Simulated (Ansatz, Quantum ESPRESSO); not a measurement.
# GdSi2 (P6/mmm): zone-centre phonons, part 3 of 3

Wanted: the vibrations of GdSi2 (P6/mmm) at Γ, by two programs.

Quantum ESPRESSO 7.5; DFT PBEsol, scalar-relativistic, plane waves, PseudoDojo norm-conserving, 4f in core pseudopotentials.

So far. Step 5 (Zone-centre response): The acoustic modes at Γ come out as far as 4.1 cm⁻¹ from zero, where they should vanish, a small numerical error. Step 6 (Zone-centre analysis): The rule moves no optical mode by more than 0.1 cm⁻¹.

## 8. A second program

A second program on the same cell, potentials, cutoff and meshes tests the implementation of the phonon response, not its convergence. Its k mesh is centred on Γ.

This step: DFT PBEsol, scalar-relativistic, plane waves, norm-conserving pseudopotentials, 4f in core (Ansatz 0.2.0).

Contents of input.yaml:

```yaml
crystal:
  lattice:
    - [4.0754461308, 0.0, 0.0]
    - [-2.0377230654, 3.529439881, 0.0]
    - [0.0, 0.0, 3.9148691751]
  atoms:
    - { symbol: Gd, position: [0.0, 0.0, 0.0] }
    - { symbol: Si, position: [0.6666666667, 0.3333333333, 0.5] }
    - { symbol: Si, position: [0.3333333333, 0.6666666667, 0.5] }
kpoints:
  mp_grid: { grid: [10, 10, 8] }
hamiltonian:
  xc: pbesol
  pseudopotentials:
    kind: nc
    azcp: { Gd: "pseudopotentials/pbe/nc/lanthanide_3plus/Gd.nc.azcp" }
    accuracy: standard
scf:
  occupations: { method: cold, width: 0.27211 }
output:
  eigenvalues: true
basis:
  ecutwfc: 598.65
phonons:
  method: dfpt
```

Run with:

```console
$ ansatz run input.yaml --threads 4 --pin off --max-ram 8192MiB --backend cpu --events-out ev --progress --plain --runs-dir out
```

Numbers of over 12 decimals in the logs are rounded to 6 here.

Output:

```text
Warning: basis.ecutwfc = 598.65 eV is below the records' recommended 707.496042 eV, and the density's cutoff is lower with it unless basis.ecutrho_ratio is high enough to keep the records' density cutoff: compare with a run at a higher cutoff
Warning: <dir> the record states the generating functional pbe (its physics header spells it `PBE`), which answers neither for hamiltonian.xc's functional nor for the pbesol family's — results may be inconsistent (PPs are generated against a specific XC)
zone centre: on kpoints.mp_grid the ground state, and the responses unless they are solved on pairs of k-points, stand on 155 of the mesh's 800 k-points, reduced under 4 symmetry operations, with k and −k counted as one. Each operation leaves every solved displacement unchanged or reverses it
Engine: ansatz 0.2.0, aarch64-unknown-linux-gnu
Pseudopotentials: kind: nc
Pseudopotential: Gd, nc, valence charge 11, recommended cutoff 707.496042 eV (normal), <dir>
Pseudopotential: Si, nc, valence charge 4, recommended cutoff 489.804952 eV (normal), Si.nc.azcp (PseudoDojo's, or run here from an input of PseudoDojo's; its table is named by hamiltonian.pseudopotentials.accuracy)
Functional definition: PBEsol
  exchange = pbesol_x
  correlation = pbesol_c
Crystal: 3 atoms, lattice volume = 56.312 Å³
Basis set: ecut = 598.65 eV, 1845 PW (Γ), exchange–correlation on 72×72×64 points (8 copies of the dense FFT grid, shifted against one another)
Bands: 14, of which v1, the nominal top of the filled ones, is band 10 counted from 1 (9 counted from 0)
Symmetry: 24 space group operations
k-points: 155 of 800 (irreducible under 4 space group operations, time reversal used)
Non-local potential: Gd, projectors of the file, l = 0: 2, l = 1: 2, l = 2: 2, l = 3: 1
Non-local potential: Si, projectors of the file, l = 0: 2, l = 1: 2, l = 2: 2
Initial density: superposition of atomic densities (chi_scale 0.1, normalization cell, long waves kept (reshape's long-wave potential 0.00 eV rms))
Initial wavefunctions: pseudopotential atomic-orbital guess
Functional: x = pbesol(κ = 0.804, μ = 0.123457), c = pbesol(β = 0.046)
SCF iter   1: F=—  HF=-1361.837793 eV  |F-HF|=—  |Δ(HF+E_count)|=         —  Δρ=2.09e-2  dr2=1.83e-1  ethr=3.10e-3  ⟨swp⟩=7.9  Hψ=18074  notcnv=0
preconditioner: auto → none  [metal: Δε(μ)=0.022 eV  Ē_g=7.467 eV  σ=0.272 eV  W_gap=0.06  n_scr=8 (ndim 8)  ℏωp=16.4 eV  f_vac=0.000  D(μ)=2.03/eV (n_scr^D=20)  sad-step TF]
SCF iter   2: F=—  HF=-1361.802460 eV  |F-HF|=—  |Δ(HF+E_count)|=   3.53e-2  S|Δr|=    0.00e0  Δρ=1.27e-2  dr2=6.98e-2  ethr=9.63e-4  ⟨swp⟩=1.8  Hψ=3860  notcnv=0
SCF iter   3: F=—  HF=-1361.781785 eV  |F-HF|=—  |Δ(HF+E_count)|=   2.07e-2  S|Δr|=    0.00e0  Δρ=1.43e-3  dr2=3.22e-3  ethr=3.67e-4  ⟨swp⟩=2.5  Hψ=3237  notcnv=0
SCF iter   4: F=—  HF=-1361.780637 eV  |F-HF|=—  |Δ(HF+E_count)|=   1.15e-3  S|Δr|=    0.00e0  Δρ=5.10e-4  dr2=7.44e-5  ethr=1.70e-5  ⟨swp⟩=2.6  Hψ=3558  notcnv=0
SCF iter   5: F=—  HF=-1361.780628 eV  |F-HF|=—  |Δ(HF+E_count)|=   8.86e-6  S|Δr|=    0.00e0  Δρ=6.02e-5  dr2=2.79e-6  ethr=3.92e-7  ⟨swp⟩=2.6  Hψ=3730  notcnv=0
SCF iter   6: F=—  HF=-1361.780627 eV  |F-HF|=—  |Δ(HF+E_count)|=   6.73e-7  S|Δr|=    0.00e0  Δρ=1.50e-5  dr2=5.64e-8  ethr=1.47e-8  ⟨swp⟩=2.5  Hψ=3651  notcnv=0
SCF iter   7: F=—  HF=-1361.780627 eV  |F-HF|=—  |Δ(HF+E_count)|=   4.61e-7  S|Δr|=    0.00e0  Δρ=3.78e-6  dr2=4.28e-9  ethr=2.97e-10  ⟨swp⟩=2.9  Hψ=4232  notcnv=0
SCF iter   8: F=—  HF=-1361.780627 eV  |F-HF|=—  |Δ(HF+E_count)|=  5.90e-10  S|Δr|=    0.00e0  Δρ=3.12e-7  dr2=2.68e-11  ethr=2.25e-11  ⟨swp⟩=2.8  Hψ=3700  notcnv=0
SCF iter   9: F=-1361.780627 eV  HF=-1361.780627 eV  |F-HF|=4.55e-13  |Δ(HF+E_count)|=  3.30e-10  S|Δr|=    0.00e0  Δρ=4.18e-8  dr2=4.61e-13  ethr=1.00e-12  ⟨swp⟩=11.2  Hψ=18164  notcnv=0
SCF 1 converged in 9 iterations: F = -1361.780627 eV  dr2 = 4.61e-13
DFPT response loops at Γ: preconditioner auto → Kerker (q_TF=auto, 2.276 Å⁻¹) (partly filled bands, converged f_vac=0.000); β = 1.00, the filter's whole step (`scf.mixing.beta` (0.50) is not read by the response loops under this deck's `scf.mixing.preconditioner`; to damp them name `kerker` or `kerker_dos`, under which they read `scf.mixing.beta`, and type it under 1.00, their step now; both keys bind the ground state too); Broyden in place of MSR1
SCF converged after 9 iterations
Stability not checked: this state was not tested for a lower state beside it, because cold or Methfessel-Paxton smearing, or corrected tetrahedra, fill the levels in a way that the test cannot read (fill_not_monotonic; see scf.lower_state_search)
Free energy (F): -1361.780627 eV
Harris-Foulkes:  -1361.780627 eV  (|F-HF|=4.55e-13)
Internal energy: -1361.765660 eV  (E = F + TS)
E sigma→0 (E₀):  -1361.775638 eV
Entropy (-TS):   -0.014967 eV (-4.989 meV/atom)
Fermi energy:    11.598406 eV
--- Per-component energies (eV) ---
  E_band       = -52.280095
  E_kinetic    = 361.241909
  E_local      = -505.121651  (includes V_loc(G=0)·N_el)
  E_nonlocal   = 72.539593
  E_hartree    = 152.194486
  E_xc         = -365.278067
  E_vxc        = -285.328920  (∫ρ·V_xc dr)
  E_ewald      = -1077.341930
  E_smearing   = -0.014967  (= −TS)
  E_closure    = 0.000000  (closes the sum)
  Σ components = -1361.780627   (vs F -1361.780627, Δ=0.00e0)
--- Band table (eV; the first three rows and the last of 155) ---
  k-point 0: bands = [... 6 lower, 8.0080, 9.7263, 9.9961, 10.2931, 12.8165, 12.8165, 14.3043, 14.3043]
  k-point 1: bands = [... 6 lower, 8.1174, 8.4285, 10.4061, 11.1811, 12.0011, 12.0011, 14.9012, 14.9012]
  k-point 2: bands = [... 6 lower, 8.4247, 8.4247, 10.7251, 11.0464, 11.0464, 12.5501, 13.5956, 13.5956]
  k-point 154: bands = [... 6 lower, 6.9831, 7.9498, 8.9619, 12.4551, 13.9164, 14.7001, 15.4358, 16.1801]
--- Phonons (Γ-DFPT): 4 representative perturbations + reference, on 155 of 800 k-points (Σ response iterations 12) ---
  k mesh reduced under 4 symmetry operations, with k and −k counted as one. Each operation leaves every solved displacement unchanged or reverses it
  ASR residual: 1.608e-5 → 0.000e0 eV/Å²; symmetrization residual: 1.581e-6 eV/Å²
  ASR residual per site (eV/Å²): 1.61e-5 1.49e-5 1.49e-5
  Γ frequencies (cm⁻¹): 0.00 0.00 0.00 131.44 165.56 165.56 247.89 410.16 410.16
  non-analytic LO–TO correction: not included (Born effective charges unavailable; polar crystals: no LO–TO splitting at Γ)
```

The job ended after 22 s (4 threads of Arm Neoverse V1, shared host; peak memory 0.88 GiB; 85 s of CPU time).

Numbers from this step:

| Quantity | Value |
| --- | --- |
| sum-rule residual before enforcement | 1.61e-5 eV/Å² |
| lowest optical zone-centre mode | 131.4 cm⁻¹ |

## 9. The two compared: QE PseudoDojo and Ansatz, PseudoDojo

Numbers from this step:

* root-mean-square difference: 0.05 cm⁻¹
* largest difference: 0.11 cm⁻¹

Frequencies side by side, by row:

```tsv
q (reciprocal lattice)	mode	QE PseudoDojo (cm⁻¹)	Ansatz, PseudoDojo (cm⁻¹)
0 0 0	1	0	0
0 0 0	2	0	0
0 0 0	3	0	0
0 0 0	4	131.6	131.4
0 0 0	5	165.6	165.6
0 0 0	6	165.6	165.6
0 0 0	7	247.9	247.9
0 0 0	8	410.2	410.2
0 0 0	9	410.2	410.2
```

At the zone centre the largest difference (acoustic modes at Γ apart) is 0.03 % of the highest mode.

## 10. Results

```
space group after relaxation                                           : P6/mmm
volume per atom                                                        : 18.8 Å³
highest optical zone-centre mode (no LO-TO term)                       : 410.2 cm⁻¹
lowest optical zone-centre mode                                        : 131.6 cm⁻¹
imaginary optical modes at the zone centre (no q mesh in this session) : none
largest difference from Ansatz, PseudoDojo                             : 0.11 cm⁻¹
```

**Reading.** At the PBEsol level the optical modes of GdSi2 (P6/mmm) at the zone centre run from 132 to 410 cm⁻¹. Of the 6 optical modes, 1 is silent, 3 are infrared active alone and 2 are Raman active alone; inversion symmetry keeps the two sets apart. QE PseudoDojo and Ansatz, PseudoDojo agree to 0.11 cm⁻¹ (0.03 % of the highest mode compared) on all solved modes but the acoustic ones at Γ, without the LO-TO term. These are harmonic frequencies at zero temperature: anharmonic shifts and linewidths and thermal expansion are left out. Spin-orbit coupling is left out, which can matter for the heavy elements here. In a metal the frequencies hang on the k mesh and the smearing, most of all near Kohn anomalies. The runs are without spin polarisation, although the cell has an odd electron count or an open d or f shell, so a magnetic state was not tested. The 4f electrons are frozen in the core as for a trivalent ion, in files made for PBE, so their moments and any magnetic order are left out. The relaxation ran at 44 Ry, under the 52 Ry recommended for these files; the stress of so short a basis can leave the cell about one per cent too small. Ansatz warns that the cutoff lies 15 % under the one recommended for these files; agreement at one cutoff is not convergence. The structure comes from a database and need not be the phase that is stable at ambient conditions.

[Host names and launcher messages were left out of these logs when they were recorded.]

[Logs are printed without paths, hosts, clocks, repeated set-up lines and the standing remarks that a program may print on its own settings, such as how far it seeks lower states.]

[Hosts, paths, dates, database ids (printed as entryN), source tags and the programs' standing remarks are cut or masked in the printed files.]
